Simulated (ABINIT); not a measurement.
**A GW run on BP (F-43m) in ABINIT, with inputs changed**

What do changed inputs do to GW on BP (F-43m)?

Main program and level: ABINIT 10.8.3; PBE and many-body steps on it, plane waves.

This is a report of a sequence of runs, with most program output left out.

## Step 1: The starting structure

It takes space group F-43m (No. 216, cubic). Conventional cell: a = 4.538 Å, b = 4.538 Å, c = 4.538 Å, α = 90.00°, β = 90.00°, γ = 90.00°. B has 4 P at 1.97 Å nearest. P has 4 B at 1.97 Å nearest. Farther neighbours are not listed.

The cell and positions come from the Crystallography Open Database and are kept as given unless a step says otherwise.

## Step 2: Screening, 6×6×6 mesh, 201 bands, screening to 304.8 eV

This step: ABINIT 10.8.3; RPA screening on PBE, plane waves, norm-conserving pseudopotentials.

The RPA dielectric matrix is built and inverted for each q.

The input, run.abi:

```
acell 3*1.0 Angstrom
rprim 
  0.000000000000 2.269000000000 2.269000000000
  2.269000000000 0.000000000000 2.269000000000
  2.269000000000 2.269000000000 0.000000000000
ntypat 2
znucl 5 15
natom 2
typat 1 2
xred 
  0.000000000000 0.000000000000 0.000000000000
  0.250000000000 0.250000000000 0.250000000000
pp_dirpath "pseudos"
pseudos "B.upf, P.upf"
ecut 34
ngkpt 6 6 6
nshiftk 1
shiftk 0 0 0
kptopt 1
chksymbreak 0
istwfk *1
occopt 1
irdwfk 1
optdriver 3
nband 201
ecuteps 11.2
inclvkb 2
awtr 1
symchi 1
indata_prefix "in"
outdata_prefix "out"
tmpdata_prefix "tmp"
```

Command:

```bash
$ OMP_NUM_THREADS=1 mpirun -n 4 abinit run.abi > log
```

Run time: 80 s. Hardware: 4 MPI ranks of Intel Xeon Platinum 8488C (Sapphire Rapids), shared host; peak memory 1.4 GiB.

This step gave:

| Item | Value |
| --- | --- |
| ε∞ with local fields, on this mesh, along the program's q direction | 9.736 |
| the same without local fields | 10.65 |
| plasma frequency | 21.73 eV |
| plane waves in the screening matrix | 283 |

Local fields lower ε∞ by 9 %.

## Step 3: Base

The self-energy is evaluated for the states that the input lists, and the levels follow from it, in one-shot runs by the linearised quasiparticle equation.

This step: G0W0 on PBE, plane waves, norm-conserving pseudopotentials.

run.abi, as its differences from that of step 2:

```diff
@@ -23,8 +23,17 @@
 irdwfk 1
-optdriver 3
+optdriver 4
 nband 201
+gwcalctyp 0
+ecutsigx 34
+symsigma 1
+nkptgw 2
+kptgw 
+  0.0000000000 0.0000000000 0.0000000000
+  0.5000000000 0.5000000000 0.0000000000
+bdgw 
+  2 7
+  3 6
 ecuteps 11.2
-inclvkb 2
-awtr 1
-symchi 1
+irdscr 1
+ppmodel 1
 indata_prefix "in"
```

Elapsed: 35 s, on 4 MPI ranks; peak memory 1.5 GiB.

Numbers from this step:

```
G0W0 gap on the points computed              : 2.08 eV
starting gap on the mesh                     : 1.347 eV
k of the valence top                         : 0, 0, 0
k of the conduction bottom                   : 0.5, 0.5, 0
Z at the valence top                         : 0.791
Z at the conduction bottom                   : 0.804
least direct G0W0 gap on the computed points : 4.288 eV
```

The gap on the mesh goes from 1.35 eV to 2.08 eV, a correction of +0.73 eV.

## Step 4: Coulomb singularity

run.abi, as its differences from that of step 3:

```diff
@@ -38,2 +38,3 @@
 ppmodel 1
+gw_icutcoul 7
 indata_prefix "in"
```

Run time: 35 s. Hardware: 4 MPI ranks; peak memory 1.5 GiB; 2.3 min of CPU time.

This step gave:

| Quantity | Value |
| --- | --- |
| G0W0 gap on the points computed | 2.079 eV |
| starting gap on the mesh | 1.347 eV |
| k of the valence top | 0, 0, 0 |
| k of the conduction bottom | 0.5, 0.5, 0 |
| Z at the valence top | 0.791 |
| Z at the conduction bottom | 0.805 |
| least direct G0W0 gap on the computed points | 4.287 eV |

Against G0W0 in ABINIT (6×6×6 mesh, 201 bands, screening to 304.8 eV, Godby-Needs plasmon pole), the gap moves by −0.001 eV.

## Step 5: The runs together

Times are wall times on 4 MPI ranks of Intel Xeon Platinum 8488C (Sapphire Rapids), shared host, good to a factor of about two. A run's time includes the screening step that it read.

```csv
run,mesh,bands,screening cutoff (eV),DFT gap (eV),gap on the mesh (eV),direct (eV),ε∞ used,time
base,6×6×6,201,304.8,1.347,2.080,4.288,9.74,1.9 min
Coulomb singularity,6×6×6,201,304.8,1.347,2.079,4.287,9.74,1.9 min
```

## Step 6: What came out

| Item | Value |
| --- | --- |
| base | 2.080 eV |
| Coulomb singularity | 2.079 eV |
| known limits | not at the basis limit |

Coulomb singularity: −0.001 eV against base (keys changed: gw_icutcoul). Bands and cutoff are finite, so the gap is not at the basis limit. The miss can reach some tenths of an eV and take either sign; the mesh is an error of its own. In the G0W0 runs levels were corrected at 2 k points alone, so a gap called «on the mesh» is the least over those, and an edge elsewhere would be missed.

[Paths, hosts, dates, memory and timing lines, banners, echoed tables and standing remarks are left out of the program output.]

[Logs are printed without paths, hosts, clocks, repeated set-up lines and the standing remarks that a program may print on its own settings, such as how far it seeks lower states.]

[Runs of the session that timed out or met a known fault of the program may be left out.]

[Hosts, paths, dates, database ids (printed as entryN), source tags and the programs' standing remarks are cut or masked in the printed files.]

[G0W0 gaps are taken among the corrected bands and points alone; a level outside them can change the order at an edge.]

[Where Ansatz stands beside ABINIT at settings called matched, ABINIT's density can come from a denser mesh and the files from another edition; pairs whose starting gaps differed by over 0.03 eV were left out, so agreement reads better than it is.]
